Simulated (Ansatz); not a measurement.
# LiCu5: relaxing a made-up structure

Starting from a made-up structure for LiCu5, the aim is the relaxed cell, its shortest contacts and, where a second run follows, its electronic structure.

Method: DFT, PBE, plane-wave PAW, files of the set soft_1, scalar-relativistic, ferromagnetic start, cell and ions relaxed at zero pressure; PAW set soft_1, in the first sound run; inputs show where later runs differ, in Ansatz 0.2.0.

## (1) Set-up

It takes space group P6/mmm (No. 191, hexagonal). Conventional cell: a = 4.529 Å, b = 4.529 Å, c = 3.512 Å, α = 90.00°, β = 90.00°, γ = 120.00°. Cu has 9 Cu at 2.19 to 2.61 Å and 3 Li at 2.61 Å nearest. Cu has 8 Cu at 2.19 to 2.26 Å and 4 Li at 2.87 Å nearest. Nearest to Li lie 18 Cu at 2.61 to 2.87 Å. Farther neighbours are not listed.

## (2) Relaxing cell and atoms

The guess takes its coordinates from another compound and its volume from a rule, so the cell and any free coordinates are relaxed together.

The input, input.yaml:

```yaml
crystal:
  lattice:
    - [4.529, 0.0, 0.0]
    - [-2.2645, 3.922229054, 0.0]
    - [0.0, 0.0, 3.512]
  atoms:
    - { symbol: Cu, position: [0.666666667, 0.333333333, 0.0], spin: 0.6 }
    - { symbol: Cu, position: [0.333333333, 0.666666667, 0.0], spin: 0.6 }
    - { symbol: Cu, position: [0.0, 0.5, 0.5], spin: 0.6 }
    - { symbol: Cu, position: [0.5, 0.5, 0.5], spin: 0.6 }
    - { symbol: Cu, position: [0.5, 0.0, 0.5], spin: 0.6 }
    - { symbol: Li, position: [0.0, 0.0, 0.0] }
magnetization:
  spin_polarized: true
kpoints:
  mp_grid: { grid: [7, 7, 8] }
scf:
  occupations: { method: fermi_dirac, width: 0.05 }
hamiltonian:
  xc: pbe
  pseudopotentials: { kind: paw, azcp: { folder: soft_1 } }
relax:
  f_tol: 0.015
  max_steps: 70
  cell: {}
output:
  forces: true
  stress: true
```

Run with:

```bash
$ ansatz run input.yaml --threads 4 --pin off --max-ram 10240MiB --backend cpu --events-out ev --progress --plain --runs-dir out
```

Numbers of over 12 decimals in the logs are rounded to 6 here.

Output:

```text
Engine: ansatz 0.2.0, aarch64-unknown-linux-gnu
Pseudopotentials: kind: paw
Pseudopotential: Cu, paw, valence charge 19, recommended cutoff 420 eV (normal), soft_1/Cu.paw.azcp
Pseudopotential: Li, paw, valence charge 3, recommended cutoff 420 eV (normal), soft_1/Li.paw.azcp
Functional definition: PBE
  parameter kappa = 0.804
  parameter beta = 0.066725
  exchange = pbe_x(kappa = kappa, mu = beta*pi^2/3)
  correlation = pbe_c(beta = beta)
Crystal: 6 atoms, lattice volume = 62.386 Å³
Basis set: ecut = 420 eV, 1217 PW (Γ), exchange–correlation on 64×64×48 points (8 copies of the dense FFT grid, shifted against one another)
Bands: 61, of which v1, the nominal top of the filled ones, is band 49 counted from 1 (48 counted from 0)
Symmetry: 24 space group operations
Space group: P6/mmm (ITA 191), of the structure as read, at distance tolerance 4.0e-5 Å
Magnetic group: BNS 191.233 (UNI 1463), of the structure as read, at distance tolerance 4.0e-5 Å
k-points: 40 of 392
Non-local potential: Cu, projectors of the file, l = 0: 3, l = 1: 2, l = 2: 3, l = 3: 1
Non-local potential: Li, projectors of the file, l = 0: 3, l = 1: 2, l = 2: 1
PAW form: soft (Blöchl's): semilocal exchange-correlation on the pseudo side does not see the compensation charge
PAW one-centre angular grid: Cu, 590 points (default); XC on 64 Gauss nodes
PAW one-centre angular grid: Li, 110 points (default); XC on 96 Gauss nodes
Initial density: superposition of atomic densities (chi_scale 0.1, normalization cell, long waves kept (reshape's long-wave potential 0.00 eV rms))
Starting moments: Σ|m| = 3 μB on 5 of 6 sites
Initial wavefunctions: pseudopotential atomic-orbital guess
Functional: x = pbe(κ = 0.804, μ = 0.219515), c = pbe(β = 0.066725)
SCF iter   1: F=—  HF=-33334.086380 eV  |F-HF|=—  |Δ(HF+E_count)|=         —  Δρ=2.29e-1 (↑2.29e-1 ↓1.09e-1)  dr2=4.27e1  dr2_m=2.38e0  M=0.594 μB ∫|m|=0.780 μB  β_m=0.30  ethr=3.10e-3  ⟨swp⟩=5.3  Hψ=16394  notcnv=0  defer=25
preconditioner: auto → Kerker (q_TF=auto, 2.942 Å⁻¹)  [metal: Δε(μ)=0.023 eV  Ē_g=10.456 eV  σ=0.050 eV  W_gap=0.11  n_scr=26 (ndim 8)  ℏωp=35.2 eV  f_vac=0.037  D(μ)=3.40/eV (n_scr^D=26)]
spin=Collinear: Kerker preconditioning applied to the charge; magnetization (m = ρ↑ − ρ↓) channel mixes plain (no charge-response kernel on spin).
SCF iter   2: F=—  HF=-33328.200539 eV  |F-HF|=—  |Δ(HF+E_count)|=    5.89e0  Δρ=8.52e-2 (↑8.52e-2 ↓4.15e-2)  dr2=2.18e0  dr2_m=2.01e0  M=0.163 μB ∫|m|=0.398 μB  β_m=0.30  ethr=3.10e-3  ⟨swp⟩=2.6  Hψ=10371  notcnv=0  defer=300
SCF iter   3: F=—  HF=-33327.391960 eV  |F-HF|=—  |Δ(HF+E_count)|=   8.09e-1  Δρ=6.77e-2 (↑6.77e-2 ↓2.80e-2)  dr2=1.64e0  dr2_m=1.11e0  M=0.113 μB ∫|m|=0.312 μB  β_m=0.30  ethr=2.23e-3  ⟨swp⟩=2.1  Hψ=6510  notcnv=0  defer=361
SCF iter   4: F=—  HF=-33326.862868 eV  |F-HF|=—  |Δ(HF+E_count)|=   5.29e-1  Δρ=5.73e-2 (↑1.28e-2 ↓5.73e-2)  dr2=6.94e-1  dr2_m=6.21e-1  M=0.092 μB ∫|m|=0.212 μB  β_m=0.30  ethr=1.67e-3  ⟨swp⟩=2.8  Hψ=7520  notcnv=0  defer=368
SCF iter   5: F=—  HF=-33327.088979 eV  |F-HF|=—  |Δ(HF+E_count)|=   2.26e-1  Δρ=4.84e-2 (↑7.64e-3 ↓4.84e-2)  dr2=7.25e-1  dr2_m=3.43e-1  M=0.066 μB ∫|m|=0.162 μB  β_m=0.30  ethr=7.08e-4  ⟨swp⟩=1.9  Hψ=6031  notcnv=0  defer=370
SCF iter   6: F=—  HF=-33327.074461 eV  |F-HF|=—  |Δ(HF+E_count)|=   1.45e-2  Δρ=2.74e-2 (↑9.54e-3 ↓2.74e-2)  dr2=1.20e-1  dr2_m=1.88e-1  M=0.050 μB ∫|m|=0.128 μB  β_m=0.30  ethr=7.08e-4  ⟨swp⟩=2.0  Hψ=5012  notcnv=0  defer=370
Mixer restart at iter 6: flushing history
spin-set hold released at iteration 6 (site moments contracting): the magnetisation degrees of freedom join the quasi-Newton model from the next iteration; the mixer history was flushed
SCF iter   7: F=—  HF=-33327.066115 eV  |F-HF|=—  |Δ(HF+E_count)|=   8.35e-3  Δρ=1.88e-2 (↑8.51e-3 ↓1.88e-2)  dr2=4.33e-2  dr2_m=1.04e-1  M=0.036 μB ∫|m|=0.101 μB  β_m=0.65  ethr=1.22e-4  ⟨swp⟩=1.1  Hψ=4485  notcnv=0  defer=398
SCF iter   8: F=—  HF=-33327.067657 eV  |F-HF|=—  |Δ(HF+E_count)|=   1.54e-3  Δρ=5.64e-3 (↑3.36e-3 ↓5.64e-3)  dr2=2.81e-2  dr2_m=1.06e-3  M=0.001 μB ∫|m|=0.020 μB  β_m=0.50  ethr=4.42e-5  ⟨swp⟩=2.0  Hψ=8108  notcnv=0  defer=398
SCF iter   9: F=—  HF=-33327.056182 eV  |F-HF|=—  |Δ(HF+E_count)|=   1.15e-2  Δρ=2.31e-3 (↑2.31e-3 ↓6.71e-4)  dr2=1.94e-3  dr2_m=5.81e-4  M=0.000 μB ∫|m|=0.016 μB  β_m=0.75  ethr=2.87e-5  ⟨swp⟩=2.0  Hψ=7951  notcnv=0  defer=401
SCF iter  10: F=—  HF=-33327.059400 eV  |F-HF|=—  |Δ(HF+E_count)|=   3.22e-3  Δρ=2.35e-3 (↑2.35e-3 ↓1.82e-3)  dr2=5.91e-3  dr2_m=1.66e-4  M=0.001 μB ∫|m|=0.007 μB  β_m=0.75  ethr=1.98e-6  ⟨swp⟩=2.0  Hψ=8333  notcnv=0  defer=401
SCF iter  11: F=—  HF=-33327.058264 eV  |F-HF|=—  |Δ(HF+E_count)|=   1.14e-3  Δρ=1.40e-3 (↑1.20e-3 ↓1.40e-3)  dr2=2.20e-3  dr2_m=2.94e-5  M=0.001 μB ∫|m|=0.001 μB  β_m=0.61  ethr=1.98e-6  ⟨swp⟩=2.0  Hψ=8599  notcnv=0  defer=399
SCF iter  12: F=—  HF=-33327.058164 eV  |F-HF|=—  |Δ(HF+E_count)|=   1.00e-4  Δρ=6.59e-4 (↑5.51e-4 ↓6.59e-4)  dr2=4.76e-4  dr2_m=6.38e-6  M=0.000 μB ∫|m|=0.001 μB  β_m=0.80  ethr=1.98e-6  ⟨swp⟩=2.0  Hψ=6128  notcnv=0  defer=397
SCF iter  13: F=—  HF=-33327.058210 eV  |F-HF|=—  |Δ(HF+E_count)|=   4.62e-5  Δρ=1.44e-4 (↑1.36e-4 ↓1.44e-4)  dr2=4.27e-5  dr2_m=5.12e-7  M=0.000 μB ∫|m|=0.000 μB  β_m=0.90  ethr=4.86e-7  ⟨swp⟩=2.0  Hψ=6359  notcnv=0  defer=397
SCF iter  14: F=—  HF=-33327.058201 eV  |F-HF|=—  |Δ(HF+E_count)|=   8.47e-6  Δρ=1.77e-5 (↑1.44e-5 ↓1.77e-5)  dr2=1.15e-6  dr2_m=1.11e-8  M=0.000 μB ∫|m|=0.000 μB  β_m=0.95  ethr=4.36e-8  ⟨swp⟩=2.0  Hψ=6790  notcnv=0  defer=397
SCF iter  15: F=—  HF=-33327.058201 eV  |F-HF|=—  |Δ(HF+E_count)|=   3.66e-7  Δρ=3.51e-6 (↑3.20e-6 ↓3.51e-6)  dr2=3.10e-8  dr2_m=1.01e-9  M=0.000 μB ∫|m|=0.000 μB  β_m=0.81  ethr=1.02e-10  ⟨swp⟩=2.1  Hψ=15891  notcnv=0
SCF iter  16: F=—  HF=-33327.058201 eV  |F-HF|=—  |Δ(HF+E_count)|=   3.03e-9  Δρ=1.91e-6 (↑1.65e-6 ↓1.91e-6)  dr2=3.90e-9  dr2_m=2.48e-10  M=0.000 μB ∫|m|=0.000 μB  β_m=0.90  ethr=3.16e-11  ⟨swp⟩=3.0  Hψ=11220  notcnv=0
SCF iter  17: F=—  HF=-33327.058201 eV  |F-HF|=—  |Δ(HF+E_count)|=   3.75e-9  Δρ=3.39e-6 (↑3.39e-6 ↓2.58e-6)  dr2=1.13e-8  dr2_m=1.22e-10  M=0.000 μB ∫|m|=0.000 μB  β_m=0.68  ethr=3.98e-12  ⟨swp⟩=2.8  Hψ=9785  notcnv=0
SCF iter  18: F=-33327.058201 eV  HF=-33327.058201 eV  |F-HF|=1.24e-10  |Δ(HF+E_count)|=   2.90e-9  Δρ=4.52e-7 (↑4.46e-7 ↓4.52e-7)  dr2=3.73e-10  dr2_m=8.60e-12  M=0.000 μB ∫|m|=0.000 μB  ethr=3.98e-12  ⟨swp⟩=2.6  Hψ=9520  notcnv=0
[...]
SCF iter   7: F=—  HF=-33330.434875 eV  |F-HF|=—  |Δ(HF+E_count)|=   3.39e-8  Δρ=3.56e-6 (↑3.56e-6 ↓3.56e-6)  dr2=6.39e-8  dr2_m=1.37e-15  M=-0.000 μB ∫|m|=0.000 μB  β_m=0.78  ethr=1.37e-10  ⟨swp⟩=1.0  Hψ=4880  notcnv=0
SCF iter   8: F=—  HF=-33330.434875 eV  |F-HF|=—  |Δ(HF+E_count)|=   3.77e-8  Δρ=2.06e-6 (↑2.06e-6 ↓2.06e-6)  dr2=3.44e-8  dr2_m=6.01e-16  M=-0.000 μB ∫|m|=0.000 μB  β_m=0.89  ethr=6.52e-11  ⟨swp⟩=1.0  Hψ=4880  notcnv=0
SCF iter   9: F=—  HF=-33330.434875 eV  |F-HF|=—  |Δ(HF+E_count)|=   2.36e-9  Δρ=1.43e-6 (↑1.43e-6 ↓1.43e-6)  dr2=1.27e-8  dr2_m=1.28e-16  M=0.000 μB ∫|m|=0.000 μB  β_m=0.94  ethr=3.51e-11  ⟨swp⟩=1.0  Hψ=4880  notcnv=0
SCF iter  10: F=—  HF=-33330.434875 eV  |F-HF|=—  |Δ(HF+E_count)|=   1.39e-9  Δρ=2.33e-7 (↑2.32e-7 ↓2.33e-7)  dr2=3.06e-10  dr2_m=1.10e-15  M=0.000 μB ∫|m|=0.000 μB  β_m=0.97  ethr=1.29e-11  ⟨swp⟩=2.0  Hψ=6731  notcnv=0
SCF iter  11: F=—  HF=-33330.434839 eV  |F-HF|=—  |Δ(HF+E_count)|=   3.54e-5  Δρ=1.62e-6 (↑1.62e-6 ↓1.62e-6)  dr2=1.12e-8  dr2_m=6.68e-17  M=-0.000 μB ∫|m|=0.000 μB  β_m=0.97  ethr=1.00e-12  ⟨swp⟩=3.8  Hψ=10346  notcnv=0
SCF iter  12: F=—  HF=-33330.434839 eV  |F-HF|=—  |Δ(HF+E_count)|=  3.64e-11  Δρ=1.62e-6 (↑1.61e-6 ↓1.62e-6)  dr2=1.13e-8  dr2_m=2.14e-16  M=0.000 μB ∫|m|=0.000 μB  β_m=0.71  ethr=1.00e-12  ⟨swp⟩=1.0  Hψ=4880  notcnv=0
SCF iter  13: F=—  HF=-33330.434839 eV  |F-HF|=—  |Δ(HF+E_count)|=  1.16e-10  Δρ=1.55e-6 (↑1.55e-6 ↓1.55e-6)  dr2=1.10e-8  dr2_m=1.33e-17  M=0.000 μB ∫|m|=0.000 μB  β_m=0.54  ethr=1.00e-12  ⟨swp⟩=1.0  Hψ=4880  notcnv=0
SCF iter  14: F=—  HF=-33330.434839 eV  |F-HF|=—  |Δ(HF+E_count)|=  2.18e-10  Δρ=1.56e-6 (↑1.56e-6 ↓1.56e-6)  dr2=1.09e-8  dr2_m=1.90e-17  M=0.000 μB ∫|m|=0.000 μB  β_m=0.32  ethr=1.00e-12  ⟨swp⟩=1.0  Hψ=4880  notcnv=0
SCF iter  15: F=—  HF=-33330.434839 eV  |F-HF|=—  |Δ(HF+E_count)|=  2.98e-10  Δρ=1.54e-6 (↑1.53e-6 ↓1.54e-6)  dr2=1.05e-8  dr2_m=5.62e-17  M=0.000 μB ∫|m|=0.000 μB  β_m=0.20  ethr=1.00e-12  ⟨swp⟩=1.0  Hψ=4880  notcnv=0
SCF iter  16: F=—  HF=-33330.434839 eV  |F-HF|=—  |Δ(HF+E_count)|=  2.84e-10  Δρ=1.52e-6 (↑1.52e-6 ↓1.52e-6)  dr2=1.02e-8  dr2_m=6.81e-17  M=0.000 μB ∫|m|=0.000 μB  β_m=0.13  ethr=1.00e-12  ⟨swp⟩=1.0  Hψ=4880  notcnv=0
SCF iter  17: F=—  HF=-33330.434839 eV  |F-HF|=—  |Δ(HF+E_count)|=  3.35e-10  Δρ=1.47e-6 (↑1.47e-6 ↓1.47e-6)  dr2=9.62e-9  dr2_m=1.98e-16  M=0.000 μB ∫|m|=0.000 μB  β_m=0.10  ethr=1.00e-12  ⟨swp⟩=1.0  Hψ=4880  notcnv=0
SCF iter  18: F=—  HF=-33330.434839 eV  |F-HF|=—  |Δ(HF+E_count)|=   1.38e-9  Δρ=1.36e-6 (↑1.36e-6 ↓1.36e-6)  dr2=8.19e-9  dr2_m=1.96e-17  M=-0.000 μB ∫|m|=0.000 μB  β_m=0.23  ethr=1.00e-12  ⟨swp⟩=1.1  Hψ=4890  notcnv=0
SCF iter  19: F=—  HF=-33330.434839 eV  |F-HF|=—  |Δ(HF+E_count)|=   2.48e-9  Δρ=4.03e-7 (↑4.03e-7 ↓4.03e-7)  dr2=1.59e-10  dr2_m=1.42e-15  M=-0.000 μB ∫|m|=0.000 μB  β_m=0.61  ethr=1.00e-12  ⟨swp⟩=2.0  Hψ=7226  notcnv=0
SCF iter  20: F=—  HF=-33330.434839 eV  |F-HF|=—  |Δ(HF+E_count)|=   2.86e-9  Δρ=1.94e-7 (↑1.94e-7 ↓1.94e-7)  dr2=7.19e-11  dr2_m=5.88e-16  M=-0.000 μB ∫|m|=0.000 μB  β_m=0.80  ethr=1.00e-12  ⟨swp⟩=1.0  Hψ=4880  notcnv=0
SCF iter  21: F=—  HF=-33330.434839 eV  |F-HF|=—  |Δ(HF+E_count)|=  5.82e-10  Δρ=1.74e-7 (↑1.74e-7 ↓1.74e-7)  dr2=7.79e-11  dr2_m=1.20e-16  M=-0.000 μB ∫|m|=0.000 μB  β_m=0.90  ethr=1.00e-12  ⟨swp⟩=3.0  Hψ=11418  notcnv=0
SCF iter  22: F=—  HF=-33330.434839 eV  |F-HF|=—  |Δ(HF+E_count)|=  5.09e-11  Δρ=2.39e-7 (↑2.39e-7 ↓2.39e-7)  dr2=1.11e-10  dr2_m=2.40e-17  M=-0.000 μB ∫|m|=0.000 μB  β_m=0.68  ethr=1.00e-12  ⟨swp⟩=1.0  Hψ=4880  notcnv=0
SCF iter  23: F=-33330.434839 eV  HF=-33330.434839 eV  |F-HF|=7.28e-12  |Δ(HF+E_count)|=  2.18e-11  Δρ=4.66e-8 (↑4.66e-8 ↓4.66e-8)  dr2=3.50e-12  dr2_m=3.09e-19  M=0.000 μB ∫|m|=0.000 μB  ethr=1.00e-12  ⟨swp⟩=2.0  Hψ=13980  notcnv=0
the starting moments were not kept: the SCF closed with an absolute magnetisation of 4.0e-10 μB, where they sum to 3 μB in size (5 sites). That is at most 0.1 of that sum. Measured as dr2_m measures the in/out step, that magnetisation stands 0 eV from none, at or under the dr2_threshold of 6.0e-11 eV: it is no larger than a step whose dr2_m would equal this threshold.
SCF 10 converged in 23 iterations: F = -33330.434839 eV  dr2 = 3.50e-12
relax step  10: F+E_penalty+E_count = -33330.43483944 eV  Δ(F+E_penalty+E_count) = -6.149e-4 eV  max|allowed force component| = 2.554e-18 eV/Å  Δτ_max = 0.0000 Å  P = -0.025 GPa  Ω = 83.977 Å³  stress off target by 3.79e-2 GPa  SCF on the basis re-selected at this cell (its energy is not comparable with the rows above)  (23 SCF iters)
basis re-selected at this cell: Δ(F+E_penalty+E_count) = -6.149e-4 eV, ΔP = -0.019 GPa vs the last step (what re-selecting the basis moved, of the pressure what is left beyond the Pulay correction that the steps carried, after the strain that the cell walked since its last selection, with what the two solves' SCF thresholds leave and, on support functions, any second-order correction that the steps lacked; it is no measure of the basis error at this ecutwfc). The dense FFT grid was sized anew with the basis: this SCF ran on 36×36×30 points, the steps before it on 36×36×27, so part of this shift can come from that change (see relax.cell in the input reference). [rest of the remark cut]
SCF converged after 23 iterations
Magnetization: 0.0000 μB (49.0000 up, 49.0000 down)
Absolute magnetization: 0.0000 μB (∫|ρ↑−ρ↓|, with the PAW one-centre terms)
Spin contamination: 0.0000 ħ² per cell (⟨S²⟩ above its minimum at these occupations)
Per-site moments (μB) at R_I (Å): [(3.6047897740262266e-11, 1.022454), (3.604807926355368e-11, 1.022454), (2.5265073041233622e-11, 1.005357), (2.526499516197544e-11, 1.005357), (2.5265264834970534e-11, 1.005357), (-1.914892335458616e-11, 1.160887)]
Free energy (F): -33330.434839 eV
Harris-Foulkes:  -33330.434839 eV  (|F-HF|=7.28e-12)
Internal energy: -33330.418210 eV  (E = F + TS)
E sigma→0 (E₀):  -33330.426525 eV
Entropy (-TS):   -0.016629 eV (-2.772 meV/atom)
Fermi energy:    11.349091 eV
--- Per-component energies (eV) ---
  E_band       = -2361.091064
  E_kinetic    = 1326.697884
  E_local      = -28049.243264  (includes V_loc(G=0)·N_el)
  E_nonlocal   = 4431.379875
  E_hartree    = 12059.303191
  E_xc         = -352.204215
  E_vxc        = -454.561316  (∫ρ·V_xc dr)
  E_paw        = -9103.556739  (= ΣΔE_a)
  E_vpaw       = -3733.975620  (= ΣTr[D̂ρ^β])
  E_aug_tail   = 0.005212  (compensation charges beyond the density's cutoff)
  E_ewald      = -13642.800155
  E_smearing   = -0.016629  (= −TS)
  E_closure    = 0.000000  (closes the sum)
  Σ components = -33330.434839   (vs F -33330.434839, Δ=0.00e0)
--- Forces (eV/Å), atoms counted from 1 ---
  atom   1  Cu     0.00000000     0.00000000     0.00000000
  atom   2  Cu    -0.00000000     0.00000000     0.00000000
  atom   3  Cu     0.00000000    -0.00000000     0.00000000
  atom   4  Cu     0.00000000     0.00000000     0.00000000
  atom   5  Cu     0.00000000    -0.00000000     0.00000000
  atom   6  Li    -0.00000000    -0.00000000     0.00000000
  max |Σ_I F_I| component: 1.16e-18 eV/Å
--- Stress (GPa, compression-positive) ---
       -0.037891      -0.000000       0.000000
       -0.000000      -0.037891       0.000000
        0.000000       0.000000       0.000085
  P = ⅓ Tr σ = -0.0252 GPa (-0.252 kbar)
--- Relaxed structure (8 steps of the walk, 8 accepted, 2 SCFs on fresh bases) ---
  F+E_penalty+E_count = -33330.43483944 eV   max|allowed force component| = 2.554e-18 eV/Å   (the final SCF, on the basis selected at the relaxed cell)
  cell:  # Å, volume = 83.9767 Å³
    - [4.874459, 0, 0.0]
    - [-2.437230, 4.221406, 0.0]
    - [0.0, 0.0, 4.081083]
  atoms:
    - { symbol: Cu, position: [0.666667, 0.333333, 0.0] }
    - { symbol: Cu, position: [0.333333, 0.666667, 0.0] }
    - { symbol: Cu, position: [0.0, 0.5, 0.5] }
    - { symbol: Cu, position: [0.5, 0.5, 0.5] }
    - { symbol: Cu, position: [0.5, 0, 0.5] }
    - { symbol: Li, position: [0, 0, 0.0] }
```

It took 73 s on 4 threads of Arm Neoverse V1, shared host; peak memory 0.66 GiB.

The steps of the relaxation:

| step | energy less that of the first step (eV) | largest force component (eV/Å) | pressure (GPa) | volume (Å³) |
| --- | --- | --- | --- | --- |
| 1 | 0.0000 | 0.0000 | 61.64 | 62.39 |
| 2 | -2.0601 | 0.0000 | 31.07 | 69.23 |
| 3 | -3.0599 | 0.0000 | 11.31 | 76.59 |
| 4 | -3.2927 | 0.0000 | -0.22 | 82.87 |
| 5 | -3.2931 | 0.0000 | 0.01 | 82.75 |
| 6 | -3.2931 | 0.0000 | 0.00 | 82.77 |
| 7* | -3.3654 | 0.0000 | 1.63 | 82.77 |
| 8 | -3.3751 | 0.0000 | 0.39 | 83.69 |
| 9 | -3.3760 | 0.0000 | -0.01 | 83.98 |
| 10* | -3.3766 | 0.0000 | -0.03 | 83.98 |

Relaxation steps marked * repeat the geometry before them on a plane-wave basis chosen anew for their cell, so energy and pressure can jump there.

The run keeps the 24 symmetry operations that it works with, so distortions that break them were not tested.

| cell as run | before | after | change |
| --- | --- | --- | --- |
| a (Å) | 4.529 | 4.874 | +7.6 % |
| b (Å) | 4.529 | 4.874 | +7.6 % |
| c (Å) | 3.512 | 4.081 | +16.2 % |
| volume (Å³/atom) | 10.40 | 14.00 | +34.6 % |

The relaxed structure:

```cif
data_structure
_symmetry_space_group_name_H-M 'P 1'
_symmetry_Int_Tables_number 1
_cell_length_a 4.8745
_cell_length_b 4.8745
_cell_length_c 4.0811
_cell_angle_alpha 90.000
_cell_angle_beta 90.000
_cell_angle_gamma 120.000
_cell_volume 83.98
loop_
_atom_site_label
_atom_site_type_symbol
_atom_site_fract_x
_atom_site_fract_y
_atom_site_fract_z
_atom_site_occupancy
Cu1 Cu 0.66667 0.33333 0.00000 1
Cu2 Cu 0.33333 0.66667 0.00000 1
Cu3 Cu 0.00000 0.50000 0.50000 1
Cu4 Cu 0.50000 0.50000 0.50000 1
Cu5 Cu 0.50000 0.00000 0.50000 1
Li6 Li 0.00000 0.00000 0.00000 1
```

Numbers from this step:

```
free energy             : -33330.4348 eV
energy at zero smearing : -33330.4265 eV
smearing term TS        : 0.01663 eV
Fermi energy            : 11.35 eV
electrons               : 98
symmetry operations     : 24
pressure                : -0.02523 GPa
```

The shortest distance of each pair, which need not be the same contact before and after:

| pair | guess (Å) | relaxed (Å) |
| --- | --- | --- |
| Cu–Cu | 2.189 | 2.437 |
| Cu–Li | 2.615 | 2.814 |
| Li–Li | 3.512 | 4.081 |

The relaxation ends with a pressure of -0.03 GPa. No moment survives the cycle: this start ends non-magnetic.

[end of part 1 of 2]

[Logs are printed without paths, hosts, clocks, repeated set-up lines and the standing remarks that a program may print on its own settings, such as how far it seeks lower states.]

[Hosts, paths, dates, database ids (printed as entryN), source tags and the programs' standing remarks are cut or masked in the printed files.]
